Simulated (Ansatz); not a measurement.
## linear Ta chain under tension and compression

Aim: how do moment and conductance of the linear Ta chain follow its length?

Calculated with Ansatz 0.2.0; DFT PBE, plane waves, PAW; relaxation of a chain's period, in the first sound run; inputs show where later runs differ.

### 1. Starting point

The cell holds 1 atom: 1 Ta. Its edges and angles: a = 7.500 Å, b = 7.500 Å, c = 3.162 Å, α = 90.0°, β = 90.0°, γ = 90.0°. Vacuum lies along a and b. The structure's axis is c.

Coordinates:

```cif
data_structure
_symmetry_space_group_name_H-M 'P 1'
_symmetry_Int_Tables_number 1
_cell_length_a 7.5000
_cell_length_b 7.5000
_cell_length_c 3.1620
_cell_angle_alpha 90.000
_cell_angle_beta 90.000
_cell_angle_gamma 90.000
_cell_volume 177.86
loop_
_atom_site_label
_atom_site_type_symbol
_atom_site_fract_x
_atom_site_fract_y
_atom_site_fract_z
_atom_site_occupancy
Ta1 Ta 0.50000 0.50000 0.00000 1
```

### 2. Relaxation of atoms and period

Band widths follow the bond lengths, so the chain is relaxed first. The atoms and the third cell vector are free; the box across stays fixed as vacuum. Moments are seeded so that a magnetic state can form if it lies lower. A Fermi-Dirac smearing is set since the result may be a metal. The pressure printed is a third of the stress's trace over the whole box, vacuum included; only the stress along the axis is relaxed.

input.yaml reads:

```yaml
crystal:
  lattice:
    - [7.5, 0.0, 0.0]
    - [0.0, 7.5, 0.0]
    - [0.0, 0.0, 3.162]
  atoms:
    - { symbol: Ta, position: [0.5, 0.5, 0.0], spin: 2.0 }
magnetization:
  spin_polarized: true
kpoints:
  mp_grid: { grid: [1, 1, 26] }
scf:
  occupations: { method: fermi_dirac, width: 0.05 }
hamiltonian:
  xc: pbe
relax:
  cell: { fix: [a, b, alpha, beta, gamma] }
  max_steps: 60
```

Launch:

```bash
> ansatz run input.yaml --threads 4 --pin off --max-ram 8192MiB --backend cpu --events-out ev --progress --plain --runs-dir out
```

Numbers of over 12 decimals in the logs are rounded to 6 here.

Log:

```text
Engine: ansatz 0.2.0, aarch64-unknown-linux-gnu
Pseudopotentials: kind: paw
Pseudopotential: Ta, paw, valence charge 13, recommended cutoff 420 eV (normal), Ta.paw.azcp
Functional definition: PBE
  parameter kappa = 0.804
  parameter beta = 0.066725
  exchange = pbe_x(kappa = kappa, mu = beta*pi^2/3)
  correlation = pbe_c(beta = beta)
Crystal: 1 atoms, lattice volume = 177.862 Å³
Basis set: ecut = 420 eV, 3507 PW (Γ), exchange–correlation on 108×108×48 points (8 copies of the dense FFT grid, shifted against one another)
Bands: 12, of which v1, the nominal top of the filled ones, is band 7 counted from 1 (6 counted from 0)
Symmetry: 16 space group operations
Space group: P4/mmm (ITA 123), of the structure as read, at distance tolerance 5.6e-5 Å
Magnetic group: BNS 123.339 (UNI 999), of the structure as read, at distance tolerance 5.6e-5 Å
k-points: 14 of 26
Non-local potential: Ta, projectors of the file, l = 0: 3, l = 1: 2, l = 2: 2, l = 3: 1
PAW form: soft (Blöchl's): semilocal exchange-correlation on the pseudo side does not see the compensation charge
PAW one-centre angular grid: Ta, 590 points (default); XC on 64 Gauss nodes
Initial density: superposition of atomic densities (neutral atoms: chi_scale 0, normalization atom)
Starting moments: Σ|m| = 2 μB on 1 of 1 site
Initial wavefunctions: pseudopotential atomic-orbital guess
Functional: x = pbe(κ = 0.804, μ = 0.219515), c = pbe(β = 0.066725)
SCF iter   1: F=—  HF=-9925.760650 eV  |F-HF|=—  |Δ(HF+E_count)|=         —  Δρ=8.31e-3 (↑5.11e-3 ↓8.31e-3)  dr2=4.31e-1  dr2_m=2.22e-2  M=2.386 μB ∫|m|=2.386 μB  β_m=0.30  ethr=3.10e-3  ⟨swp⟩=5.4  Hψ=1782  notcnv=0
Mixer restart at iter 1: flushing history
preconditioner: auto → LDOS  [metal: Δε(μ)=0.030 eV  Ē_g=3.083 eV  σ=0.050 eV  W_gap=0.15  n_scr=12 (ndim 8)  ℏωp=6.2 eV  f_vac=0.576  D(μ)=5.28/eV (n_scr^D=38)]
spin=Collinear: LDOS preconditioning applied to the charge; magnetization (m = ρ↑ − ρ↓) channel mixes plain (no charge-response kernel on spin).
SCF iter   2: F=—  HF=-9925.756014 eV  |F-HF|=—  |Δ(HF+E_count)|=   4.64e-3  Δρ=6.27e-3 (↑3.86e-3 ↓6.27e-3)  dr2=2.18e-1  dr2_m=1.82e-2  M=2.487 μB ∫|m|=2.487 μB  β_m=0.62  ethr=3.10e-3  ⟨swp⟩=1.4  Hψ=581  notcnv=0
SCF iter   3: F=—  HF=-9925.908426 eV  |F-HF|=—  |Δ(HF+E_count)|=         —  Δρ=9.58e-3 (↑9.58e-3 ↓9.04e-3)  dr2=6.07e-2  dr2_m=1.17e-1  M=3.514 μB ∫|m|=3.514 μB  β_m=0.62  ethr=1.67e-3  ⟨swp⟩=2.2  Hψ=554  notcnv=0  defer=4
Mixer restart at iter 3: flushing history
SCF iter   4: F=—  HF=-9925.952567 eV  |F-HF|=—  |Δ(HF+E_count)|=   4.41e-2  Δρ=4.83e-3 (↑4.83e-3 ↓3.95e-3)  dr2=1.98e-2  dr2_m=2.70e-2  M=3.644 μB ∫|m|=3.644 μB  β_m=0.81  ethr=4.67e-4  ⟨swp⟩=2.5  Hψ=669  notcnv=0  defer=4
SCF iter   5: F=—  HF=-9925.982927 eV  |F-HF|=—  |Δ(HF+E_count)|=   3.04e-2  Δρ=9.15e-4 (↑9.15e-4 ↓6.07e-4)  dr2=9.32e-4  dr2_m=7.00e-4  M=3.692 μB ∫|m|=3.692 μB  β_m=0.80  ethr=1.52e-4  ⟨swp⟩=3.0  Hψ=660  notcnv=0  defer=4
SCF iter   6: F=—  HF=-9925.983820 eV  |F-HF|=—  |Δ(HF+E_count)|=   8.94e-4  Δρ=2.38e-4 (↑2.38e-4 ↓2.36e-4)  dr2=2.20e-4  dr2_m=6.44e-5  M=3.692 μB ∫|m|=3.692 μB  β_m=0.90  ethr=7.17e-6  ⟨swp⟩=2.7  Hψ=650  notcnv=0  defer=5
SCF iter   7: F=—  HF=-9925.984236 eV  |F-HF|=—  |Δ(HF+E_count)|=   4.16e-4  Δρ=8.75e-5 (↑8.75e-5 ↓5.55e-5)  dr2=2.09e-5  dr2_m=5.39e-6  M=3.692 μB ∫|m|=3.692 μB  β_m=0.91  ethr=1.70e-6  ⟨swp⟩=2.4  Hψ=533  notcnv=0  defer=6
SCF iter   8: F=—  HF=-9925.984266 eV  |F-HF|=—  |Δ(HF+E_count)|=   2.98e-5  Δρ=1.20e-5 (↑1.20e-5 ↓8.38e-6)  dr2=2.64e-7  dr2_m=1.27e-7  M=3.693 μB ∫|m|=3.693 μB  β_m=0.96  ethr=1.60e-7  ⟨swp⟩=2.3  Hψ=506  notcnv=0  defer=6
SCF iter   9: F=—  HF=-9925.984267 eV  |F-HF|=—  |Δ(HF+E_count)|=   1.03e-6  Δρ=1.83e-6 (↑1.71e-6 ↓1.83e-6)  dr2=4.28e-9  dr2_m=2.58e-9  M=3.693 μB ∫|m|=3.693 μB  β_m=0.98  ethr=2.03e-9  ⟨swp⟩=2.7  Hψ=573  notcnv=0  defer=6
SCF iter  10: F=-9925.984267 eV  HF=-9925.984267 eV  |F-HF|=1.03e-9  |Δ(HF+E_count)|=   5.91e-8  Δρ=7.54e-7 (↑7.54e-7 ↓4.14e-7)  dr2=3.87e-10  dr2_m=4.86e-10  M=3.693 μB ∫|m|=3.693 μB  ethr=3.29e-11  ⟨swp⟩=1.4  Hψ=1035  notcnv=0
SCF 1 converged in 10 iterations: F = -9925.984267 eV  dr2 = 3.87e-10
  greatest PAW one-centre occupation: 0.999 electrons in one spin orbital (limit 2), on the Ta atom at site 0 (counted from 0), in its partial waves of l = 0
relax step   1: F+E_penalty+E_count = -9925.98426687 eV  Δ(F+E_penalty+E_count) = +0.000e0 eV  max|allowed force component| = 0.000e0 eV/Å  Δτ_max = 0.0000 Å  P = -1.387 GPa  Ω = 177.862 Å³  fix = [a, b, alpha, beta, gamma]  reactions: a -0.205, b -0.205 GPa  (10 SCF iters, dr2 threshold 1.00e-7 eV, accepted)
Crystal: 1 atoms, lattice volume = 169.192 Å³
Basis set: ecut = 420 eV, 3315 PW (Γ), exchange–correlation on 108×108×48 points (8 copies of the dense FFT grid, shifted against one another)
Initial density: handed on by an earlier stage of this run
Starting moments: Σ|m| = 2 μB on 1 of 1 site; this step starts from the density that it was given
Initial wavefunctions: those handed on with the density
iter 1 solved again at ethr=1.15e-4 eV; its pass at ethr=3.10e-3 eV (dr2=1.50e-2 eV) is discarded
SCF iter   1: F=—  HF=-9926.164573 eV  |F-HF|=—  |Δ(HF+E_count)|=         —  Δρ=2.66e-3 (↑2.66e-3 ↓2.30e-3)  dr2=1.53e-2  dr2_m=7.14e-3  M=3.522 μB ∫|m|=3.522 μB  β_m=0.30  ethr=1.15e-4  ⟨swp⟩=1.0  Hψ=2445  notcnv=0
preconditioner: auto → LDOS  [metal: Δε(μ)=0.059 eV  Ē_g=3.639 eV  σ=0.050 eV  W_gap=0.27  n_scr=12 (ndim 8)  ℏωp=6.4 eV  f_vac=0.590  D(μ)=3.54/eV (n_scr^D=20)]
spin=Collinear: LDOS preconditioning applied to the charge; magnetization (m = ρ↑ − ρ↓) channel mixes plain (no charge-response kernel on spin).
SCF iter   2: F=—  HF=-9926.162776 eV  |F-HF|=—  |Δ(HF+E_count)|=   1.80e-3  Δρ=1.68e-3 (↑1.68e-3 ↓1.28e-3)  dr2=5.73e-3  dr2_m=2.60e-3  M=3.555 μB ∫|m|=3.555 μB  β_m=0.51  ethr=1.15e-4  ⟨swp⟩=1.5  Hψ=423  notcnv=0
SCF iter   3: F=—  HF=-9926.162562 eV  |F-HF|=—  |Δ(HF+E_count)|=   2.14e-4  Δρ=4.55e-4 (↑4.55e-4 ↓3.85e-4)  dr2=2.51e-4  dr2_m=1.65e-4  M=3.617 μB ∫|m|=3.617 μB  β_m=0.76  ethr=4.41e-5  ⟨swp⟩=2.1  Hψ=507  notcnv=0
SCF iter   4: F=—  HF=-9926.163900 eV  |F-HF|=—  |Δ(HF+E_count)|=   1.34e-3  Δρ=1.52e-4 (↑1.52e-4 ↓1.42e-4)  dr2=2.28e-5  dr2_m=2.63e-5  M=3.641 μB ∫|m|=3.641 μB  β_m=0.88  ethr=1.93e-6  ⟨swp⟩=2.1  Hψ=595  notcnv=0
SCF iter   5: F=—  HF=-9926.163968 eV  |F-HF|=—  |Δ(HF+E_count)|=   6.84e-5  Δρ=3.66e-5 (↑3.66e-5 ↓2.82e-5)  dr2=4.30e-6  dr2_m=7.19e-7  M=3.649 μB ∫|m|=3.649 μB  β_m=0.91  ethr=1.75e-7  ⟨swp⟩=2.5  Hψ=543  notcnv=0
[...]
SCF iter   8: F=—  HF=-9926.426593 eV  |F-HF|=—  |Δ(HF+E_count)|=   5.89e-6  Δρ=1.36e-5 (↑1.12e-5 ↓1.36e-5)  dr2=2.52e-7  dr2_m=1.78e-7  M=2.075 μB ∫|m|=2.075 μB  β_m=0.99  ethr=3.40e-8  ⟨swp⟩=2.0  Hψ=592  notcnv=0  defer=1
iter 9 did not close the SCF: its close was put off for a magnetic moment that had not settled (scf_convergence_deferred on its scf_iter line)
SCF iter   9: F=-9926.426594 eV  HF=-9926.426594 eV  |F-HF|=2.60e-10  |Δ(HF+E_count)|=   4.80e-7  Δρ=2.44e-6 (↑1.53e-6 ↓2.44e-6)  dr2=1.10e-8  dr2_m=2.94e-9  M=2.077 μB ∫|m|=2.077 μB  β_m=1.00  ethr=7.69e-10  ⟨swp⟩=3.0  Hψ=1253  notcnv=0
SCF iter  10: F=-9926.426594 eV  HF=-9926.426594 eV  |F-HF|=1.45e-9  |Δ(HF+E_count)|=   1.47e-8  Δρ=7.82e-7 (↑7.82e-7 ↓3.37e-7)  dr2=9.31e-10  dr2_m=3.09e-10  M=2.077 μB ∫|m|=2.077 μB  ethr=8.44e-11  ⟨swp⟩=1.9  Hψ=1086  notcnv=0
SCF 3 converged in 10 iterations: F = -9926.426594 eV  dr2 = 9.31e-10
relax step   3: F+E_penalty+E_count = -9926.42659354 eV  Δ(F+E_penalty+E_count) = -2.626e-1 eV  max|allowed force component| = 0.000e0 eV/Å  Δτ_max = 0.0000 Å  P = -2.116 GPa  Ω = 160.521 Å³  energy of the carried Pulay correction = +5.181e-4 eV  fix = [a, b, alpha, beta, gamma]  reactions: a -0.232, b -0.232 GPa  (10 SCF iters, dr2 threshold 1.00e-7 eV, accepted)
[...]
relax step   4: F+E_penalty+E_count = -9926.77628221 eV  Δ(F+E_penalty+E_count) = -3.497e-1 eV  max|allowed force component| = 0.000e0 eV/Å  Δτ_max = 0.0000 Å  P = -2.212 GPa  Ω = 151.850 Å³  energy of the carried Pulay correction = +7.978e-4 eV  fix = [a, b, alpha, beta, gamma]  reactions: a -0.275, b -0.275 GPa  (8 SCF iters, dr2 threshold 1.00e-7 eV, accepted)
[...]
relax step   5: F+E_penalty+E_count = -9927.05178889 eV  Δ(F+E_penalty+E_count) = -2.755e-1 eV  max|allowed force component| = 0.000e0 eV/Å  Δτ_max = 0.0000 Å  P = -1.420 GPa  Ω = 143.179 Å³  energy of the carried Pulay correction = +1.093e-3 eV  fix = [a, b, alpha, beta, gamma]  reactions: a -0.286, b -0.286 GPa  (9 SCF iters, dr2 threshold 1.00e-7 eV, accepted)
[...]
relax step   6: F+E_penalty+E_count = -9927.12878056 eV  Δ(F+E_penalty+E_count) = -7.699e-2 eV  max|allowed force component| = 0.000e0 eV/Å  Δτ_max = 0.0000 Å  P = +0.254 GPa  Ω = 134.509 Å³  energy of the carried Pulay correction = +1.404e-3 eV  fix = [a, b, alpha, beta, gamma]  reactions: a -0.289, b -0.289 GPa  (7 SCF iters, dr2 threshold 1.00e-7 eV, accepted)
[...]
relax step   7: F+E_penalty+E_count = -9927.13658422 eV  Δ(F+E_penalty+E_count) = -7.804e-3 eV  max|allowed force component| = 0.000e0 eV/Å  Δτ_max = 0.0000 Å  P = -0.175 GPa  Ω = 136.329 Å³  energy of the carried Pulay correction = +1.337e-3 eV  fix = [a, b, alpha, beta, gamma]  reactions: a -0.287, b -0.287 GPa  (7 SCF iters, dr2 threshold 1.00e-7 eV, accepted)
Basis set: ecut = 420 eV, 2633 PW (Γ), exchange–correlation on 108×108×36 points (8 copies of the dense FFT grid, shifted against one another)
Initial wavefunctions: pseudopotential atomic-orbital guess (no wavefunctions were taken with the density)
iter 1 solved again at ethr=1.01e-7 eV; its pass at ethr=3.10e-3 eV (dr2=1.31e-5 eV) is discarded
SCF iter   1: F=—  HF=-9927.136186 eV  |F-HF|=—  |Δ(HF+E_count)|=         —  Δρ=2.38e-5 (↑2.38e-5 ↓2.05e-5)  dr2=2.77e-7  dr2_m=1.56e-8  M=1.141 μB ∫|m|=1.141 μB  β_m=0.65  ethr=1.01e-7  ⟨swp⟩=3.8  Hψ=3063  notcnv=0
preconditioner: auto → none  [insulator: Δε(μ)=0.145 eV  Ē_g=4.506 eV  σ=0.050 eV  W_gap=0.55  n_scr=12 (ndim 8)  ℏωp=7.1 eV  f_vac=0.590  D(μ)=1.81/eV (n_scr^D=8)  ε∞_Penn≈3.5]
SCF iter   2: F=—  HF=-9927.136186 eV  |F-HF|=—  |Δ(HF+E_count)|=   4.21e-8  Δρ=8.28e-6 (↑8.28e-6 ↓7.07e-6)  dr2=3.10e-8  dr2_m=2.07e-9  M=1.141 μB ∫|m|=1.141 μB  β_m=0.63  ethr=2.13e-9  ⟨swp⟩=2.9  Hψ=515  notcnv=0
SCF iter   3: F=—  HF=-9927.136186 eV  |F-HF|=—  |Δ(HF+E_count)|=   1.30e-7  Δρ=6.53e-7 (↑6.53e-7 ↓5.50e-7)  dr2=2.94e-10  dr2_m=2.29e-11  M=1.141 μB ∫|m|=1.141 μB  β_m=0.62  ethr=2.39e-10  ⟨swp⟩=2.2  Hψ=468  notcnv=0
SCF iter   4: F=—  HF=-9927.136186 eV  |F-HF|=—  |Δ(HF+E_count)|=  2.46e-10  Δρ=1.74e-7 (↑1.74e-7 ↓1.50e-7)  dr2=4.14e-11  dr2_m=5.58e-12  M=1.141 μB ∫|m|=1.141 μB  β_m=0.74  ethr=2.26e-12  ⟨swp⟩=2.2  Hψ=506  notcnv=0
SCF iter   5: F=—  HF=-9927.136186 eV  |F-HF|=—  |Δ(HF+E_count)|=  2.51e-10  Δρ=4.82e-8 (↑4.82e-8 ↓2.95e-8)  dr2=2.08e-12  dr2_m=1.35e-12  M=1.141 μB ∫|m|=1.141 μB  β_m=0.82  ethr=1.00e-12  ⟨swp⟩=2.2  Hψ=428  notcnv=0
SCF iter   6: F=-9927.136186 eV  HF=-9927.136186 eV  |F-HF|=7.28e-12  |Δ(HF+E_count)|=  3.82e-11  Δρ=3.15e-8 (↑3.15e-8 ↓1.33e-8)  dr2=3.02e-12  dr2_m=4.21e-13  M=1.141 μB ∫|m|=1.141 μB  ethr=1.00e-12  ⟨swp⟩=4.1  Hψ=1240  notcnv=0
SCF 8 converged in 6 iterations: F = -9927.136186 eV  dr2 = 3.02e-12
relax step   8: F+E_penalty+E_count = -9927.13618612 eV  Δ(F+E_penalty+E_count) = +3.981e-4 eV  max|allowed force component| = 0.000e0 eV/Å  Δτ_max = 0.0000 Å  P = -0.178 GPa  Ω = 136.329 Å³  fix = [a, b, alpha, beta, gamma]  reactions: a -0.289, b -0.289 GPa  stress off target by 4.25e-2 GPa on what of the cell is left free  SCF on the basis re-selected at this cell (its energy is not comparable with the rows above)  (6 SCF iters)
basis re-selected at this cell: Δ(F+E_penalty+E_count) = +3.981e-4 eV, ΔP = -0.003 GPa vs the last step (what re-selecting the basis moved, of the pressure what is left beyond the Pulay correction that the steps carried, after the strain that the cell walked since its last selection, with what the two solves' SCF thresholds leave and, on support functions, any second-order correction that the steps lacked; it is no measure of the basis error at this ecutwfc). The dense FFT grid was sized anew with the basis: this SCF ran on 54×54×18 points, the steps before it on 54×54×24, so part of this shift can come from that change (see relax.cell in the input reference). [rest of the remark cut]
SCF converged after 6 iterations
Magnetization: 1.1412 μB (7.0706 up, 5.9294 down)
Absolute magnetization: 1.1413 μB (∫|ρ↑−ρ↓|, with the PAW one-centre terms)
Spin contamination: 0.0019 ħ² per cell (⟨S²⟩ above its minimum at these occupations)
Per-site moments (μB) at R_I (Å): [(0.487218, 0.999746)]
Free energy (F): -9927.136186 eV
Harris-Foulkes:  -9927.136186 eV  (|F-HF|=7.28e-12)
Internal energy: -9927.120313 eV  (E = F + TS)
E sigma→0 (E₀):  -9927.128250 eV
Entropy (-TS):   -0.015873 eV (-15.873 meV/atom)
Fermi energy:    -0.842350 eV
--- Per-component energies (eV) ---
  E_band       = -361.044198
  E_kinetic    = 363.417724
  E_local      = -2366.705871  (includes V_loc(G=0)·N_el)
  E_nonlocal   = 17.154312
  E_hartree    = 968.063960
  E_xc         = -214.317450
  E_vxc        = -198.446754  (∫ρ·V_xc dr)
  E_paw        = -8396.692600  (= ΣΔE_a)
  E_vpaw       = -112.591781  (= ΣTr[D̂ρ^β])
  E_aug_tail   = 0.000158  (compensation charges beyond the density's cutoff)
  E_ewald      = -298.040546
  E_smearing   = -0.015873  (= −TS)
  E_closure    = -0.000000  (closes the sum)
  Σ components = -9927.136186   (vs F -9927.136186, Δ=0.00e0)
--- Forces (eV/Å), atoms counted from 1 ---
  atom   1  Ta     0.00000000     0.00000000     0.00000000
  max |Σ_I F_I| component: 1.01e-28 eV/Å
--- Stress (GPa, compression-positive) ---
       -0.288971       0.000000       0.000000
        0.000000      -0.288971       0.000000
        0.000000       0.000000       0.042456
  P = ⅓ Tr σ = -0.1785 GPa (-1.785 kbar)
--- Relaxed structure (7 steps of the walk, 7 accepted, 1 SCFs on fresh bases) ---
  F+E_penalty+E_count = -9927.13618612 eV   max|allowed force component| = 0.000e0 eV/Å   (the final SCF, on the basis selected at the relaxed cell)
  cell:  # Å, volume = 136.3290 Å³
    - [7.5, 0.0, 0.0]
    - [0.0, 7.5, 0.0]
    - [0.0, 0.0, 2.423627]
  atoms:
    - { symbol: Ta, position: [0.5, 0.5, 0.0] }
```

Run time: 10 s. Hardware: 4 threads of Arm Neoverse V2, shared host; peak memory 0.43 GiB.

Relaxation path:

| step | energy less that of the first step (eV) | largest force component (eV/Å) | pressure (GPa) | volume (Å³) |
| --- | --- | --- | --- | --- |
| 1 | 0.0000 | 0.0000 | -1.39 | 177.86 |
| 2 | -0.1797 | 0.0000 | -1.09 | 169.19 |
| 3 | -0.4423 | 0.0000 | -2.12 | 160.52 |
| 4 | -0.7920 | 0.0000 | -2.21 | 151.85 |
| 5 | -1.0675 | 0.0000 | -1.42 | 143.18 |
| 6 | -1.1445 | 0.0000 | 0.25 | 134.51 |
| 7 | -1.1523 | 0.0000 | -0.18 | 136.33 |
| 8* | -1.1519 | 0.0000 | -0.18 | 136.33 |

Relaxation steps marked * repeat the geometry before them on a plane-wave basis chosen anew for their cell, so energy and pressure can jump there.

| cell as run | before | after | change |
| --- | --- | --- | --- |
| c (Å) | 3.162 | 2.424 | -23.4 % |

Final coordinates:

```
Ta
1.0
     7.50000    0.00000    0.00000
     0.00000    7.50000    0.00000
     0.00000    0.00000    2.42363
Ta
1
Direct
  0.50000 0.50000 0.00000
```

This step gave:

```
energy at zero smearing    : -9927.1282 eV
total moment               : 1.141 μB
absolute moment            : 1.141 μB
cell length along the wire : 2.424 Å
```

Site moment by atom:

| atom | site moment (μB) |
| --- | --- |
| Ta1 | 0.487 |

The cell's length comes to 2.424 Å with an absolute moment of 1.14 μB a cell. That is -23 % against the start, more than a small adjustment.

The cell shrank by 23.4 % in its periodic edges.

[end of part 1 of 3]

[Logs are printed without paths, hosts, clocks, repeated set-up lines and the standing remarks that a program may print on its own settings, such as how far it seeks lower states.]

[Hosts, paths, dates, database ids (printed as entryN), source tags and the programs' standing remarks are cut or masked in the printed files.]
